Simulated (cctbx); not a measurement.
# A crystallographic session in cctbx: Mn4Fe3S6O6

Library: cctbx 2025.11. The data are simulated by the first script.

## 1. Simulate the data

run.py:

```python
from cctbx import adptbx, crystal, miller, sgtbx, xray
from cctbx.array_family import flex
from iotbx.shelx import hklf
from scitbx import matrix
import scitbx.random

cs = crystal.symmetry(unit_cell=(11.786, 11.786, 7.15, 90, 90, 120), space_group_symbol='Hall: -R 3')  # R-3
atoms = [  # label, site, U (iso, or U11 U22 U33 U12 U13 U23 in A^2), occupancy
    ("Fe1", (2/3, 0.83333, 1/3), (0.0181, 0.0180, 0.0204, 0.0096, -0.0004, 0.0001), 1),
    ("Mn1", (0, 0, 0.5), (0.0136, 0.0136, 0.0108, 0.0068, 0.0000, 0.0000), 1),
    ("Mn2", (0.83333, 2/3, 0.16667), (0.0162, 0.0161, 0.0167, 0.0086, 0.0001, 0.0003), 1),
    ("S1", (0.17663, 0.65857, 0.33567), (0.0172, 0.0149, 0.0156, 0.0088, 0.0011, 0.0016), 1),
    ("O1", (0.77617, 0.72813, 0.91093), (0.0152, 0.0222, 0.0206, 0.0108, 0.0046, -0.0001), 1),
]
xs = xray.structure(crystal_symmetry=cs)
for label, site, u, occ in atoms:
    u = adptbx.u_cif_as_u_star(cs.unit_cell(), u) if isinstance(u, tuple) else u
    xs.add_scatterer(xray.scatterer(label, site=site, u=u, occupancy=occ))
xs.set_inelastic_form_factors(0.56087, "sasaki")
xs.show_summary()
p1 = xs.expand_to_p1()
ms = miller.build_set(p1, anomalous_flag=True, d_min=1.1)
flex.set_random_seed(52785)
scitbx.random.set_random_seed(52785)
ms = ms.select(flex.random_double(ms.size()) < 0.5)
i = ms.structure_factors_from_scatterers(p1, algorithm="direct").f_calc().as_intensity_array().data()
i = i * 20000 / flex.max(i)
sig = flex.sqrt(i + flex.pow2(0.03 * i) + 4 ** 2)
noise = scitbx.random.variate(scitbx.random.normal_distribution())(i.size())
data = ms.array(data=i + sig * noise, sigmas=sig).set_observation_type_xray_intensity()
with open("data.hkl", "w") as f:
    data.export_as_shelx_hklf(f)
print("reflections written:", data.size(), " <I/sigma> = %.1f" % flex.mean(data.data() / data.sigmas()))
for h, a, b in list(data.sort("data"))[:12]:
    print("%4d%4d%4d %9.1f %7.1f" % (h + (a, b)))
```

```console
$ python run.py
```

```text
Number of scatterers: 5
At special positions: 3
Unit cell: (11.786, 11.786, 7.15, 90, 90, 120)
Space group: R -3 :H (No. 148)
reflections written: 1351  <I/sigma> = 6.4
  -6   6   0   20105.8   616.5
  -4   0   2   19818.2   606.6
   6   0   0   19803.2   616.5
   0   4   2   18847.7   606.6
  -4   4  -2   18342.6   606.6
  -6   4   2   17207.1   492.6
   4   2   2   15884.6   492.6
  -2   6  -2   15784.5   492.6
   6  -4  -2   15665.0   492.6
  -4  -2  -2   15416.1   492.6
   0  -2   2   14794.2   437.4
  -2   0  -2   14773.4   437.4
```

It took 0.24 s on 1 thread of Arm Neoverse V2 (shared host), peak memory 0.07 GiB.

## 2. Refinement (right model)

run.py:

```python
import math
from cctbx import adptbx, crystal, maptbx, sgtbx, xray
from cctbx.array_family import flex
from cctbx.xray import observations
from iotbx.shelx import hklf
from scitbx.lstbx import normal_eqns_solving
from smtbx import absolute_structure, utils
from smtbx.refinement import constraints, least_squares

cs = crystal.symmetry(unit_cell=(11.786, 11.786, 7.15, 90, 90, 120), space_group_symbol='Hall: -R 3')  # R-3
atoms = [  # label, site, U (iso, or U11 U22 U33 U12 U13 U23 in A^2), occupancy
    ("Fe1", (2/3, 0.83333, 1/3), 0.0200, 1),
    ("Mn1", (0, 0, 0.5), 0.0200, 1),
    ("Mn2", (0.83333, 2/3, 0.16667), 0.0200, 1),
    ("S1", (0.1748, 0.6587, 0.3357), 0.0200, 1),
    ("O1", (0.7739, 0.7265, 0.9135), 0.0200, 1),
]
xs = xray.structure(crystal_symmetry=cs)
for label, site, u, occ in atoms:
    u = adptbx.u_cif_as_u_star(cs.unit_cell(), u) if isinstance(u, tuple) else u
    xs.add_scatterer(xray.scatterer(label, site=site, u=u, occupancy=occ))
xs.set_inelastic_form_factors(0.56087, "sasaki")
raw = hklf.reader(file_name="data.hkl").as_miller_arrays(crystal_symmetry=cs, anomalous=True)[0]
merged = raw.eliminate_sys_absent().merge_equivalents()
fo2 = merged.array().set_observation_type_xray_intensity()
print("Rint %.3f, %d unique reflections to %.2f A" % (merged.r_int(), fo2.size(), fo2.d_min()))
for sc in xs.scatterers():
    sc.flags.set_grad_site(True)
    sc.flags.set_grad_u_aniso(sc.flags.use_u_aniso())
    sc.flags.set_grad_u_iso(sc.flags.use_u_iso())
obs = fo2.as_xray_observations()
extra = {}
rep = constraints.reparametrisation(xs, [], utils.connectivity_table(xs), **extra)
ls = least_squares.crystallographic_ls(obs, rep, weighting_scheme=least_squares.mainstream_shelx_weighting(a=0, b=0))
print("cycle     R1     wR2    GooF  max shift (A)")
for cycle in range(8):
    ls.build_up()
    r1, wr2, goof = ls.r1_factor(cutoff_factor=2)[0], ls.wR2(), ls.goof()
    old = xs.sites_cart()
    normal_eqns_solving.levenberg_marquardt_iterations(ls, n_max_iterations=3, tau=1e-06, step_threshold=1e-7)
    big = flex.max((xs.sites_cart() - old).norms())
    print("%4d %7.4f %7.4f %7.3f %9.5f" % (cycle + 1, r1, wr2, goof, big))
    ls.build_up(objective_only=True)
    if abs(ls.wR2() - wr2) < 5e-5 and big < 5e-4:
        break
ls.build_up()
print("final R1 %.4f wR2 %.4f GooF %.3f  parameters %d  data/parameter %.1f" % (ls.r1_factor(cutoff_factor=2)[0], ls.wR2(), ls.goof(), ls.n_parameters, fo2.size() / ls.n_parameters))
cov = ls.covariance_matrix_and_annotations()
su = dict(zip(cov.annotations, (math.sqrt(max(v, 0)) for v in cov.matrix.matrix_packed_u_diagonal())))
a2 = cs.unit_cell().reciprocal_parameters()[0] ** -2
print("atom        x        y        z      Ueq    occ   su(xyz)  su(Uiso or U11)")
for sc in xs.scatterers():
    s = max(su.get(sc.label + k, 0) for k in (".x", ".y", ".z"))
    npd = "" if sc.is_positive_definite_u(cs.unit_cell()) else "  NPD"
    print("%-5s %8.5f %8.5f %8.5f %8.4f %6.3f %8.5f %7.4f%s" % ((sc.label,) + sc.site + (sc.u_iso_or_equiv(cs.unit_cell()), sc.occupancy, s, su.get(sc.label + ".uiso", su.get(sc.label + ".u11", 0) * a2), npd)))
fo = fo2.f_sq_as_f()
fc = fo.structure_factors_from_scatterers(xs, algorithm="direct").f_calc()
diff = fo.f_obs_minus_f_calc(1 / math.sqrt(ls.scale_factor()), fc).average_bijvoet_mates()
m = diff.fft_map(symmetry_flags=maptbx.use_space_group_symmetry, resolution_factor=0.25).apply_volume_scaling()
print("difference map: max %.2f min %.2f rms %.2f" % (m.statistics().max(), m.statistics().min(), m.statistics().sigma()))
peaks = m.peak_search(parameters=maptbx.peak_search_parameters(min_distance_sym_equiv=0.6, max_clusters=6)).all()
near = xs.closest_distances(peaks.sites(), distance_cutoff=4)
sps = cs.special_position_settings(min_distance_sym_equiv=0.5)
for k, (x, h) in enumerate(zip(peaks.sites(), peaks.heights())):
    ss = sps.site_symmetry(x)
    print("Q%-3d %7.4f %7.4f %7.4f %4d %7.2f  %.2f A from %s" % ((k + 1,) + tuple(t % 1 for t in ss.exact_site()) + (ss.multiplicity(), h, near.smallest_distances[k], xs.scatterers()[near.i_seqs[k]].label)))
```

```console
$ python run.py
```

```text
Rint 0.026, 154 unique reflections to 1.10 A
cycle     R1     wR2    GooF  max shift (A)
   1  0.0402  0.1132   3.835   0.03065
   2  0.0153  0.0397   1.344   0.00000
final R1 0.0153 wR2 0.0397 GooF 1.344  parameters 11  data/parameter 14.0
atom        x        y        z      Ueq    occ   su(xyz)  su(Uiso or U11)
Fe1    0.66667  0.83333  0.33333   0.0192  1.000  0.00000  0.0004
Mn1    0.00000  0.00000  0.50000   0.0127  1.000  0.00000  0.0005
Mn2    0.83333  0.66667  0.16667   0.0165  1.000  0.00000  0.0004
S1     0.17662  0.65848  0.33571   0.0163  1.000  0.00015  0.0004
O1     0.77612  0.72746  0.91062   0.0189  1.000  0.00035  0.0008
difference map: max 0.25 min -0.32 rms 0.07
Q1    0.0051  0.4953  0.8873   18    0.25  0.81 A from Fe1
Q2    0.0211  0.8141  0.0868   18    0.23  0.67 A from O1
Q3    0.0213  0.7456  0.1875   18    0.19  0.78 A from O1
Q4    0.0297  0.7400  0.7813   18    0.18  1.48 A from Mn2
Q5    0.0526  0.1220  0.9948   18    0.15  2.02 A from O1
Q6    0.0587  0.8568  0.8933   18    0.14  1.49 A from Mn2
```

Time: 0.4 s.

## 3. Simulate the data

run.py, as its changes from the last script of this kind:

```diff
@@ -22 +22 @@
-ms = miller.build_set(p1, anomalous_flag=True, d_min=1.1)
+ms = miller.build_set(p1, anomalous_flag=True, d_min=0.84)
```

```console
$ python run.py
```

```text
Number of scatterers: 5
At special positions: 3
Unit cell: (11.786, 11.786, 7.15, 90, 90, 120)
Space group: R -3 :H (No. 148)
reflections written: 3021  <I/sigma> = 5.2
   0   6   0   22020.4   616.5
  -6   6   0   21645.6   616.5
  -6   0   0   20577.2   616.5
   6   0   0   20399.1   616.5
   4   0  -2   19563.7   606.6
   6  -6   0   19506.5   616.5
   0  -4  -2   19442.1   606.6
   0   4   2   19359.4   606.6
  -6   4   2   15687.0   492.6
   2   0   2   14038.2   437.4
   0   2  -2   13946.4   437.4
  -2   2   2   13721.2   437.4
```

Time: 0.26 s.

## 4. Refinement (right model)

run.py, as its changes from the last script of this kind:

```diff
@@ -15,2 +15,2 @@
-    ("S1", (0.1748, 0.6587, 0.3357), 0.0200, 1),
-    ("O1", (0.7739, 0.7265, 0.9135), 0.0200, 1),
+    ("S1", (0.1756, 0.6614, 0.3346), 0.0200, 1),
+    ("O1", (0.7748, 0.729, 0.9075), 0.0200, 1),
@@ -22,0 +23 @@
+xs.convert_to_anisotropic()
```

```console
$ python run.py
```

```text
Rint 0.026, 337 unique reflections to 0.84 A
cycle     R1     wR2    GooF  max shift (A)
   1  0.0756  0.1983   5.912   0.04222
   2  0.0134  0.0309   0.920   0.00001
final R1 0.0134 wR2 0.0309 GooF 0.920  parameters 32  data/parameter 10.5
atom        x        y        z      Ueq    occ   su(xyz)  su(Uiso or U11)
Fe1    0.66667  0.83333  0.33333   0.0187  1.000  0.00000  0.0002
Mn1    0.00000  0.00000  0.50000   0.0128  1.000  0.00000  0.0002
Mn2    0.83333  0.66667  0.16667   0.0164  1.000  0.00000  0.0002
S1     0.17661  0.65850  0.33573   0.0158  1.000  0.00006  0.0002
O1     0.77584  0.72811  0.91137   0.0186  1.000  0.00019  0.0007
difference map: max 0.30 min -0.29 rms 0.08
Q1    0.0308  0.1595  0.6548   18    0.32  1.41 A from S1
Q2    0.0105  0.8214  0.0293   18    0.29  0.95 A from O1
Q3    0.0178  0.5491  0.3526   18    0.23  1.17 A from Mn2
Q4    0.0095  0.1330  0.1393   18    0.23  1.41 A from S1
Q5    0.0133  0.4964  0.1326   18    0.20  0.97 A from Fe1
Q6    0.0016  0.0504  0.8239   18    0.20  1.90 A from S1
```

Time: 0.39 s.

## 5. Simulate the data

run.py, as its changes from the last script of this kind:

```diff
@@ -22 +22 @@
-ms = miller.build_set(p1, anomalous_flag=True, d_min=0.84)
+ms = miller.build_set(p1, anomalous_flag=True, d_min=0.6)
```

```console
$ python run.py
```

```text
Number of scatterers: 5
At special positions: 3
Unit cell: (11.786, 11.786, 7.15, 90, 90, 120)
Space group: R -3 :H (No. 148)
reflections written: 8269  <I/sigma> = 3.6
   6  -6   0   20006.7   616.5
   4   0  -2   19856.8   606.6
  -6   6   0   19746.6   616.5
  -6   0   0   19589.7   616.5
   4  -4   2   19031.1   606.6
   0  -4  -2   18280.1   606.6
  -2   6  -2   16680.2   492.6
  -6   4   2   15088.8   492.6
  -2   2   2   15062.0   437.4
   0  -2   2   14174.7   437.4
   0   2  -2   14144.7   437.4
   2  -2  -2   14060.3   437.4
```

Time: 0.26 s.

## 6. Refinement (right model)

run.py, as its changes from the last script of this kind:

```diff
@@ -15,2 +15,2 @@
-    ("S1", (0.1756, 0.6614, 0.3346), 0.0200, 1),
-    ("O1", (0.7748, 0.729, 0.9075), 0.0200, 1),
+    ("S1", (0.1795, 0.6626, 0.336), 0.0200, 1),
+    ("O1", (0.7794, 0.7293, 0.9083), 0.0200, 1),
```

```console
$ python run.py
```

```text
Rint 0.033, 897 unique reflections to 0.60 A
cycle     R1     wR2    GooF  max shift (A)
   1  0.1093  0.2402   5.362   0.04227
   2  0.0194  0.0436   0.974   0.00000
final R1 0.0194 wR2 0.0436 GooF 0.974  parameters 32  data/parameter 28.0
atom        x        y        z      Ueq    occ   su(xyz)  su(Uiso or U11)
Fe1    0.66667  0.83333  0.33333   0.0186  1.000  0.00000  0.0001
Mn1    0.00000  0.00000  0.50000   0.0127  1.000  0.00000  0.0001
Mn2    0.83333  0.66667  0.16667   0.0161  1.000  0.00000  0.0001
S1     0.17667  0.65858  0.33565   0.0155  1.000  0.00004  0.0001
O1     0.77620  0.72802  0.91077   0.0187  1.000  0.00015  0.0004
difference map: max 0.49 min -0.53 rms 0.13
Q1    0.0482  0.4549  0.0330   18    0.50  0.98 A from Fe1
Q2    0.9914  0.1745  0.0407   18    0.49  1.30 A from O1
Q3    0.0221  0.9161  0.5867   18    0.46  0.91 A from S1
Q4    0.0533  0.4489  0.5497   18    0.43  1.12 A from Mn2
Q5    0.0844  0.8210  0.9214   18    0.42  1.10 A from Mn2
Q6    0.0237  0.8850  0.1331   18    0.42  1.48 A from O1
```

Run time: 0.38 s on 1 thread of Arm Neoverse V2 (shared host), peak memory 0.09 GiB.

[Logs are printed without paths, hosts, clocks, repeated set-up lines and the standing remarks that a program may print on its own settings, such as how far it seeks lower states.]
